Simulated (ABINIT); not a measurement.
## Mg3SiS (Pm-3m): phonons by linear response

How does Mg3SiS (Pm-3m) vibrate, and is this structure a minimum?

Method: DFT LDA, scalar-relativistic, plane waves, HGH norm-conserving pseudopotentials, in ABINIT 10.8.3.

The structure was built from a prototype and need not be the compound's stable phase.

## (1) The structure

It takes space group Pm-3m (No. 221, cubic). Conventional cell: a = 5.222 Å, b = 5.222 Å, c = 5.222 Å, α = 90.00°, β = 90.00°, γ = 90.00°. Si has 12 Mg at 3.69 Å nearest. Nearest to S lie 6 Mg at 2.61 Å. Nearest to Mg lie 2 S at 2.61 Å. Farther neighbours and most contacts between anions are not listed.

## (2) A probe with smearing

A first run with smearing and empty bands tells whether the crystal has a gap, which decides between fixed occupations and smearing later on.

File probe.abi:

```
# ground state
tolvrs 1.0d-08
prtden 1
prtwf 1

# basis, mesh and filling
ecut 30.0
ixc 7
ngkpt 4 4 4
nshiftk 1
shiftk 0.0 0.0 0.0
istwfk *1
occopt 7
tsmear 0.005
nband 14
nstep 100
diemac 9.0
prtebands 0
prtgsr 0
useylm 1

# cell and atoms
acell 3*1.0 Angstrom
rprim 
    5.2224 0.0 0.0
    0.0 5.2224 0.0
    0.0 0.0 5.2224
ntypat 3
znucl 14 16 12
natom 5
typat 1 2 3 3 3
xred 
    0.0 0.0 0.0
    0.5 0.5 0.5
    0.5 0.5 0.0
    0.5 0.0 0.5
    0.0 0.5 0.5
pp_dirpath "./pseudo"
pseudos "Si.hgh, S.hgh, Mg.hgh"
```

On the command line:

```sh
OMP_NUM_THREADS=1 mpirun -n 4 abinit probe.abi > probe.log
```

Numbers of over 12 decimals in the logs are rounded to 6 here.

probe.abo, the main output file:

```text
[banners, grids, parts of the stress and lines that vanish by symmetry left out]
- input  file    -> probe.abi
- output file    -> probe.abo
- root for input  files -> probei
[...]
Symmetries : space group Pm -3 m (#221); Bravais cP (primitive cubic)
[...]
mpw =        7568          nfft =      125000          nkpt =          10
[...]
== DATASET  1 ==================================================================
[...]
cutoff_energies: {ecut:  30.0, pawecutdg:  -1.0, }
[...]
Exchange-correlation functional for the present dataset will be:
  LDA: Perdew-Wang 92 LSD fit to Ceperley-Alder data - ixc=7
[...]
ETOT  1  -16.741985373938    -1.674E+01 1.433E-02 7.247E+02
 ETOT  2  -16.835352606939    -9.337E-02 2.956E-03 1.973E+02
 ETOT  3  -16.867896289272    -3.254E-02 1.294E-03 2.231E+01
 ETOT  4  -16.870319563044    -2.423E-03 4.768E-04 5.278E-01
 ETOT  5  -16.870411965290    -9.240E-05 8.605E-05 2.069E-02
 ETOT  6  -16.870414248949    -2.284E-06 3.853E-05 1.126E-03
 ETOT  7  -16.870414375064    -1.261E-07 1.631E-05 3.154E-06
 ETOT  8  -16.870414375403    -3.393E-10 2.542E-06 9.353E-08
 ETOT  9  -16.870414375414    -1.152E-11 5.151E-06 8.930E-10
 At SCF step    9       vres2   =  8.93E-10 < tolvrs=  1.00E-08 =>converged.
[...]
sigma(1 1)=  3.10890340E-04  sigma(3 2)=  0.00000000E+00
  sigma(2 2)=  3.10890340E-04  sigma(3 1)=  0.00000000E+00
  sigma(3 3)=  3.10890340E-04  sigma(2 1)=  0.00000000E+00
[...]
convergence: {deltae: -1.152E-11, res2:  8.930E-10, residm:  5.151E-06, diffor: null, }
etotal    :  -1.68704144E+01
[...]
sigma(1 1)=  3.10890340E-04  sigma(3 2)=  0.00000000E+00
  sigma(2 2)=  3.10890340E-04  sigma(3 1)=  0.00000000E+00
  sigma(3 3)=  3.10890340E-04  sigma(2 1)=  0.00000000E+00
[...]
- sigma(1 1)=  9.14670958E+00  sigma(3 2)=  0.00000000E+00
- sigma(2 2)=  9.14670958E+00  sigma(3 1)=  0.00000000E+00
- sigma(3 3)=  9.14670958E+00  sigma(2 1)=  0.00000000E+00
[...]
fcart     -0.0000000000E+00 -0.0000000000E+00 -0.0000000000E+00
           strten      3.1089033975E-04  3.1089033975E-04  3.1089033975E-04
================================================================================

[key lines of the parts left out:]
pressure_GPa:  -9.1467E+00
```

Wall time 9.4 s (4 MPI ranks of Arm Neoverse V1, shared host); 37 s of CPU time.

This step gave:

```
volume per atom   : 28.49 Å³
pressure          : -9.147 GPa
gap on the k-mesh : 0 eV
```

No gap opens on this mesh, so smearing is kept; the printed pressure holds the stress of the finite basis too.

## (3) Rough relaxation

The typed start is rough, so a first relaxation with smearing and loose thresholds takes it towards rest cheaply.

File prerelax.abi:

```
# relaxation
ionmov 2
optcell 2
dilatmx 1.15
chkdilatmx 0
ntime 40
tolmxf 3.0d-04
tolvrs 1.0d-10
prtwf 0
prtden 0
chksymtnons 0

# basis, mesh and filling
ecut 31.0
ecutsm 3.0
ixc 7
ngkpt 4 4 4
nshiftk 1
shiftk 0.0 0.0 0.0
istwfk *1
occopt 7
tsmear 0.005
nband 14
nstep 100
diemac 1000000.0
prtebands 0
prtgsr 0
useylm 1

# cell and atoms
acell 3*1.0 Angstrom
rprim 
    5.2224 0.0 0.0
    0.0 5.2224 0.0
    0.0 0.0 5.2224
ntypat 3
znucl 14 16 12
natom 5
typat 1 2 3 3 3
xred 
    0.0 0.0 0.0
    0.5 0.5 0.5
    0.5 0.5 0.0
    0.5 0.0 0.5
    0.0 0.5 0.5
pp_dirpath "./pseudo"
pseudos "Si.hgh, S.hgh, Mg.hgh"
```

On the command line:

```sh
OMP_NUM_THREADS=1 mpirun -n 4 abinit prerelax.abi > prerelax.log
```

prerelax.abo, the main output file:

```text
[banners, grids, parts of the stress and lines that vanish by symmetry left out]
- input  file    -> prerelax.abi
- output file    -> prerelax.abo
- root for input  files -> prerelaxi
[...]
Symmetries : space group Pm -3 m (#221); Bravais cP (primitive cubic)
[...]
mpw =       12140          nfft =      216000          nkpt =          10
[...]
== DATASET  1 ==================================================================
[...]
cutoff_energies: {ecut:  31.0, pawecutdg:  -1.0, }
[...]
Exchange-correlation functional for the present dataset will be:
  LDA: Perdew-Wang 92 LSD fit to Ceperley-Alder data - ixc=7
[...]
ETOT  1  -16.741963331314    -1.674E+01 1.902E-02 1.255E+03
 ETOT  2  -16.854463065915    -1.125E-01 3.911E-03 1.302E+02
 ETOT  3  -16.869003052256    -1.454E-02 4.260E-04 2.231E+01
 ETOT  4  -16.870332708640    -1.330E-03 4.611E-04 4.537E-01
[...]
ETOT  8  -16.933289143710    -6.004E-13 7.269E-06 1.167E-11
 At SCF step    8       vres2   =  1.17E-11 < tolvrs=  1.00E-10 =>converged.
[...]
sigma(1 1)=  6.52884985E-07  sigma(3 2)=  0.00000000E+00
  sigma(2 2)=  6.52884985E-07  sigma(3 1)=  0.00000000E+00
  sigma(3 3)=  6.52884985E-07  sigma(2 1)=  0.00000000E+00
[...]
convergence: {deltae: -6.004E-13, res2:  1.167E-11, residm:  7.269E-06, diffor: null, }
etotal    :  -1.69332891E+01
[...]
At Broyd/MD step   7, gradients are converged :
[...]
sigma(1 1)=  6.52884985E-07  sigma(3 2)=  0.00000000E+00
  sigma(2 2)=  6.52884985E-07  sigma(3 1)=  0.00000000E+00
  sigma(3 3)=  6.52884985E-07  sigma(2 1)=  0.00000000E+00
[...]
- sigma(1 1)=  1.92085394E-02  sigma(3 2)=  0.00000000E+00
- sigma(2 2)=  1.92085394E-02  sigma(3 1)=  0.00000000E+00
- sigma(3 3)=  1.92085394E-02  sigma(2 1)=  0.00000000E+00
[...]
fcart     -0.0000000000E+00 -0.0000000000E+00 -0.0000000000E+00
           strten      6.5288498490E-07  6.5288498490E-07  6.5288498490E-07
================================================================================

[key lines of the parts left out:]
pressure_GPa:  -1.9209E-02
Total energy (etotal) [Ha]= -1.69332891437100E+01
```

Elapsed: 1.7 min, on 4 MPI ranks.

The steps of the relaxation:

```csv
step,energy less that of the first step (eV),largest force (eV/Å),volume (Å³)
1,0.0000,0.0000,142.43
2,-0.2204,0.0000,138.51
3,0.2140,0.0000,72.88
4,-1.4673,0.0000,111.95
5,-1.6859,0.0000,102.80
6,-1.7110,0.0000,98.08
7,-1.7120,0.0000,98.85
```

```
conventional cell, symmetrised  before  after   change
                         a (Å)   5.222  4.624  -11.5 %
                         b (Å)   5.222  4.624  -11.5 %
                         c (Å)   5.222  4.624  -11.5 %
              volume (Å³/atom)   28.49  19.77  -30.6 %
```

Final coordinates:

```
Si S Mg
1.0
     4.62370    0.00000    0.00000
     0.00000    4.62370    0.00000
     0.00000    0.00000    4.62370
Si S Mg
1 1 3
Direct
  0.00000 0.00000 0.00000
  0.50000 0.50000 0.50000
  0.50000 0.50000 0.00000
  0.50000 0.00000 0.50000
  0.00000 0.50000 0.50000
```

Numbers from this step:

```yaml
volume_per_atom: 19.77 Å³
pressure: -0.01921 GPa
```

The volume changes by -30.6 % in this run and stands -30.6 % from the first cell.

## (4) Rough relaxation

The cell changed much, so the rough relaxation is repeated on a basis made for the new cell.

prerelax.abi: that of step 3 with these lines changed.

```diff
@@ -32,5 +32,5 @@
 rprim 
-    5.2224 0.0 0.0
-    0.0 5.2224 0.0
-    0.0 0.0 5.2224
+    4.623703434 0.0 0.0
+    0.0 4.623703434 0.0
+    0.0 0.0 4.623703434
 ntypat 3
```

prerelax.abo, the main output file:

```text
[banners, grids, parts of the stress and lines that vanish by symmetry left out]
- input  file    -> prerelax.abi
- output file    -> prerelax.abo
- root for input  files -> prerelaxi
[...]
Symmetries : space group Pm -3 m (#221); Bravais cP (primitive cubic)
[...]
mpw =        8417          nfft =      157464          nkpt =          10
[...]
== DATASET  1 ==================================================================
[...]
cutoff_energies: {ecut:  31.0, pawecutdg:  -1.0, }
[...]
Exchange-correlation functional for the present dataset will be:
  LDA: Perdew-Wang 92 LSD fit to Ceperley-Alder data - ixc=7
[...]
ETOT  1  -16.815053344419    -1.682E+01 3.106E-02 1.126E+03
 ETOT  2  -16.926327612844    -1.113E-01 7.826E-03 5.419E+01
 ETOT  3  -16.932891977855    -6.564E-03 2.679E-04 6.232E+00
 ETOT  4  -16.933284854429    -3.929E-04 2.622E-04 5.278E-02
 ETOT  5  -16.933288777948    -3.924E-06 3.755E-05 6.416E-03
[...]
ETOT  9  -16.933289150084    -6.359E-13 1.024E-05 1.315E-10
 ETOT 10  -16.933289150083     2.487E-13 1.954E-06 1.802E-12
 At SCF step   10       vres2   =  1.80E-12 < tolvrs=  1.00E-10 =>converged.
[...]
sigma(1 1)=  6.52899492E-07  sigma(3 2)=  0.00000000E+00
  sigma(2 2)=  6.52899492E-07  sigma(3 1)=  0.00000000E+00
  sigma(3 3)=  6.52899492E-07  sigma(2 1)=  0.00000000E+00
[...]
convergence: {deltae:  2.487E-13, res2:  1.802E-12, residm:  1.954E-06, diffor: null, }
etotal    :  -1.69332892E+01
[...]
At Broyd/MD step   1, gradients are converged :
[...]
sigma(1 1)=  6.52899492E-07  sigma(3 2)=  0.00000000E+00
  sigma(2 2)=  6.52899492E-07  sigma(3 1)=  0.00000000E+00
  sigma(3 3)=  6.52899492E-07  sigma(2 1)=  0.00000000E+00
[...]
- sigma(1 1)=  1.92089662E-02  sigma(3 2)=  0.00000000E+00
- sigma(2 2)=  1.92089662E-02  sigma(3 1)=  0.00000000E+00
- sigma(3 3)=  1.92089662E-02  sigma(2 1)=  0.00000000E+00
[...]
fcart     -0.0000000000E+00 -0.0000000000E+00 -0.0000000000E+00
           strten      6.5289949188E-07  6.5289949188E-07  6.5289949188E-07
================================================================================

[key lines of the parts left out:]
pressure_GPa:  -1.9209E-02
Total energy (etotal) [Ha]= -1.69332891500834E+01
```

Run time: 12 s. Hardware: 4 MPI ranks.

Little changed from the start: no atom moved by 0.005 Å and no cell edge by 0.1 %.

The volume changes by +0.0 % in this run and stands -30.6 % from the first cell.

## (5) Relaxation

The harmonic expansion needs vanishing forces, and a free crystal bears no stress, so cell and atoms are brought to rest. Stress is more sensitive to the basis than forces are: the last 3 Ha under the cutoff are smoothed with ecutsm, and the cutoff is raised above that of the later runs.

File relax.abi:

```
# relaxation
ionmov 2
optcell 2
dilatmx 1.08
ntime 40
tolmxf 1.0d-05
tolvrs 1.0d-14
prtwf 0
prtden 0
chksymtnons 0

# basis, mesh and filling
ecut 38.0
ecutsm 3.0
ixc 7
ngkpt 6 6 6
nshiftk 1
shiftk 0.0 0.0 0.0
istwfk *1
occopt 3
tsmear 0.01
nband 14
nstep 100
diemac 1000000.0
prtebands 0
prtgsr 0
useylm 1

# cell and atoms
acell 3*1.0 Angstrom
rprim 
    4.623703437 0.0 0.0
    0.0 4.623703437 0.0
    0.0 0.0 4.623703437
ntypat 3
znucl 14 16 12
natom 5
typat 1 2 3 3 3
xred 
    0.0 0.0 0.0
    0.5 0.5 0.5
    0.5 0.5 0.0
    0.5 0.0 0.5
    0.0 0.5 0.5
pp_dirpath "./pseudo"
pseudos "Si.hgh, S.hgh, Mg.hgh"
```

On the command line:

```sh
OMP_NUM_THREADS=1 mpirun -n 4 abinit relax.abi > relax.log
```

relax.abo, the main output file:

```text
[banners, grids, parts of the stress and lines that vanish by symmetry left out]
- input  file    -> relax.abi
- output file    -> relax.abo
- root for input  files -> relaxi
[...]
Symmetries : space group Pm -3 m (#221); Bravais cP (primitive cubic)
[...]
mpw =        9448          nfft =      157464          nkpt =          20
[...]
== DATASET  1 ==================================================================
[...]
cutoff_energies: {ecut:  38.0, pawecutdg:  -1.0, }
[...]
Exchange-correlation functional for the present dataset will be:
  LDA: Perdew-Wang 92 LSD fit to Ceperley-Alder data - ixc=7
[...]
ETOT  1  -16.814354162259    -1.681E+01 1.910E-02 1.212E+03
 ETOT  2  -16.931739890326    -1.174E-01 4.445E-03 7.529E+01
 ETOT  3  -16.940035246270    -8.295E-03 1.533E-03 7.583E+00
 ETOT  4  -16.940518221555    -4.830E-04 8.883E-04 9.023E-02
 ETOT  5  -16.940524375653    -6.154E-06 2.548E-04 6.263E-03
[...]
At SCF step   12       vres2   =  1.05E-15 < tolvrs=  1.00E-14 =>converged.
[...]
sigma(1 1)= -1.63395357E-05  sigma(3 2)=  0.00000000E+00
  sigma(2 2)= -1.63395357E-05  sigma(3 1)=  0.00000000E+00
  sigma(3 3)= -1.63395357E-05  sigma(2 1)=  0.00000000E+00
[...]
convergence: {deltae: -1.162E-12, res2:  1.050E-15, residm:  1.630E-05, diffor: null, }
etotal    :  -1.69405248E+01
[...]
ETOT  1  -16.940530522027    -1.694E+01 1.245E-05 1.186E-01
[...]
At SCF step    9       vres2   =  7.81E-15 < tolvrs=  1.00E-14 =>converged.
[...]
sigma(1 1)= -1.37049102E-05  sigma(3 2)=  0.00000000E+00
  sigma(2 2)= -1.37049102E-05  sigma(3 1)=  0.00000000E+00
  sigma(3 3)= -1.37049102E-05  sigma(2 1)=  0.00000000E+00
[...]
convergence: {deltae: -9.130E-13, res2:  7.812E-15, residm:  3.176E-06, diffor: null, }
etotal    :  -1.69405395E+01
[...]
ETOT  1  -16.940324108580    -1.694E+01 2.274E-05 3.293E+00
[...]
At SCF step   10       vres2   =  4.72E-16 < tolvrs=  1.00E-14 =>converged.
[...]
sigma(1 1)= -1.67247557E-07  sigma(3 2)=  0.00000000E+00
  sigma(2 2)= -1.67247557E-07  sigma(3 1)=  0.00000000E+00
  sigma(3 3)= -1.67247557E-07  sigma(2 1)=  0.00000000E+00
[...]
convergence: {deltae: -2.192E-12, res2:  4.723E-16, residm:  2.662E-07, diffor: null, }
etotal    :  -1.69405751E+01
[...]
ETOT  1  -16.940575072784    -1.694E+01 1.876E-07 5.050E-04
[...]
ETOT  7  -16.940575111225    -5.933E-13 2.925E-08 2.972E-13
 ETOT  8  -16.940575111226    -7.461E-13 3.976E-08 1.457E-15
 At SCF step    8       vres2   =  1.46E-15 < tolvrs=  1.00E-14 =>converged.
[...]
sigma(1 1)= -1.75777745E-09  sigma(3 2)=  0.00000000E+00
  sigma(2 2)= -1.75777745E-09  sigma(3 1)=  0.00000000E+00
  sigma(3 3)= -1.75777745E-09  sigma(2 1)=  0.00000000E+00
[...]
convergence: {deltae: -7.461E-13, res2:  1.457E-15, residm:  3.976E-08, diffor: null, }
etotal    :  -1.69405751E+01
[...]
At Broyd/MD step   4, gradients are converged :
[...]
sigma(1 1)= -1.75777745E-09  sigma(3 2)=  0.00000000E+00
  sigma(2 2)= -1.75777745E-09  sigma(3 1)=  0.00000000E+00
  sigma(3 3)= -1.75777745E-09  sigma(2 1)=  0.00000000E+00
[...]
- sigma(1 1)= -5.17155981E-05  sigma(3 2)=  0.00000000E+00
- sigma(2 2)= -5.17155981E-05  sigma(3 1)=  0.00000000E+00
- sigma(3 3)= -5.17155981E-05  sigma(2 1)=  0.00000000E+00
[...]
fcart     -0.0000000000E+00 -0.0000000000E+00 -0.0000000000E+00
           strten     -1.7577774518E-09 -1.7577774515E-09 -1.7577774510E-09
================================================================================

[key lines of the parts left out:]
pressure_GPa:   5.1716E-05
Total energy (etotal) [Ha]= -1.69405751112257E+01
```

It took 79 s on 4 MPI ranks; 5.3 min of CPU time.

Step by step:

```csv
step,energy less that of the first step (eV),largest force (eV/Å),volume (Å³)
1,0.0000,0.0000,98.85
2,-0.0004,0.0000,98.99
3,-0.0014,0.0000,99.76
4,-0.0014,0.0000,99.77
```

```csv
"conventional cell, symmetrised",before,after,change
a (Å),4.624,4.638,+0.3 %
b (Å),4.624,4.638,+0.3 %
c (Å),4.624,4.638,+0.3 %
volume (Å³/atom),19.77,19.95,+0.9 %
```

This step gave:

- volume per atom: 19.95 Å³
- pressure: 5.17e-5 GPa

The volume changes by +0.9 % in this run and stands -30.0 % from the first cell.

## (6) Self-consistent run for the response

First-order wavefunctions inherit every error of the ground state, hence the very tight tolvrs. Smearing stays on, as the first look found no gap above 0.3 eV.

File gs.abi:

```
# ground state
tolvrs 1.0d-16
prtden 1
prtwf 1

# basis, mesh and filling
ecut 30.0
ixc 7
ngkpt 6 6 6
nshiftk 1
shiftk 0.0 0.0 0.0
istwfk *1
occopt 3
tsmear 0.01
nband 14
nstep 100
diemac 1000000.0
prtebands 0
prtgsr 0
useylm 1

# cell and atoms
acell 3*1.0 Angstrom
rprim 
    4.638016317 0.0 0.0
    0.0 4.638016317 0.0
    0.0 0.0 4.638016317
ntypat 3
znucl 14 16 12
natom 5
typat 1 2 3 3 3
xred 
    0.0 0.0 0.0
    0.5 0.5 0.5
    0.5 0.5 0.0
    0.5 0.0 0.5
    0.0 0.5 0.5
pp_dirpath "./pseudo"
pseudos "Si.hgh, S.hgh, Mg.hgh"
```

On the command line:

```sh
OMP_NUM_THREADS=1 mpirun -n 4 abinit gs.abi > gs.log
```

gs.abo, the main output file:

```text
[banners, grids, parts of the stress and lines that vanish by symmetry left out]
- input  file    -> gs.abi
- output file    -> gs.abo
- root for input  files -> gsi
[...]
Symmetries : space group Pm -3 m (#221); Bravais cP (primitive cubic)
[...]
mpw =        5315          nfft =       91125          nkpt =          20
[...]
== DATASET  1 ==================================================================
[...]
cutoff_energies: {ecut:  30.0, pawecutdg:  -1.0, }
[...]
Exchange-correlation functional for the present dataset will be:
  LDA: Perdew-Wang 92 LSD fit to Ceperley-Alder data - ixc=7
[...]
ETOT  1  -16.817320184199    -1.682E+01 4.255E-02 6.987E+02
 ETOT  2  -16.930960893687    -1.136E-01 2.008E-02 4.486E+01
 ETOT  3  -16.939655163139    -8.694E-03 2.798E-03 4.385E+00
 ETOT  4  -16.940136120845    -4.810E-04 3.749E-04 5.615E-02
 ETOT  5  -16.940142746744    -6.626E-06 1.917E-04 3.933E-03
[...]
ETOT 12  -16.940143157841    -1.350E-13 1.681E-05 4.028E-16
 ETOT 13  -16.940143157842    -1.535E-12 4.699E-05 1.880E-17
 At SCF step   13       vres2   =  1.88E-17 < tolvrs=  1.00E-16 =>converged.
[...]
sigma(1 1)=  3.04606524E-06  sigma(3 2)=  0.00000000E+00
  sigma(2 2)=  3.04606524E-06  sigma(3 1)=  0.00000000E+00
  sigma(3 3)=  3.04606524E-06  sigma(2 1)=  0.00000000E+00
[...]
convergence: {deltae: -1.535E-12, res2:  1.880E-17, residm:  4.699E-05, diffor: null, }
etotal    :  -1.69401432E+01
[...]
sigma(1 1)=  3.04606524E-06  sigma(3 2)=  0.00000000E+00
  sigma(2 2)=  3.04606524E-06  sigma(3 1)=  0.00000000E+00
  sigma(3 3)=  3.04606524E-06  sigma(2 1)=  0.00000000E+00
[...]
- sigma(1 1)=  8.96183334E-02  sigma(3 2)=  0.00000000E+00
- sigma(2 2)=  8.96183334E-02  sigma(3 1)=  0.00000000E+00
- sigma(3 3)=  8.96183334E-02  sigma(2 1)=  0.00000000E+00
[...]
fcart     -0.0000000000E+00 -0.0000000000E+00 -0.0000000000E+00
           strten      3.0460652399E-06  3.0460652399E-06  3.0460652399E-06
================================================================================

[key lines of the parts left out:]
pressure_GPa:  -8.9618E-02
```

The job ended after 16 s (4 MPI ranks).

This step gave:

| Item | Value |
| --- | --- |
| pressure | -0.08962 GPa |

The cell stands at -0.090 GPa, close enough for phonons.

(Part 1 of 4 ends here.)

[Host names and launcher messages were left out of these logs when they were recorded.]

[Logs are printed without paths, hosts, clocks, repeated set-up lines and the standing remarks that a program may print on its own settings, such as how far it seeks lower states.]

[Hosts, paths, dates, database ids (printed as entryN), source tags and the programs' standing remarks are cut or masked in the printed files.]
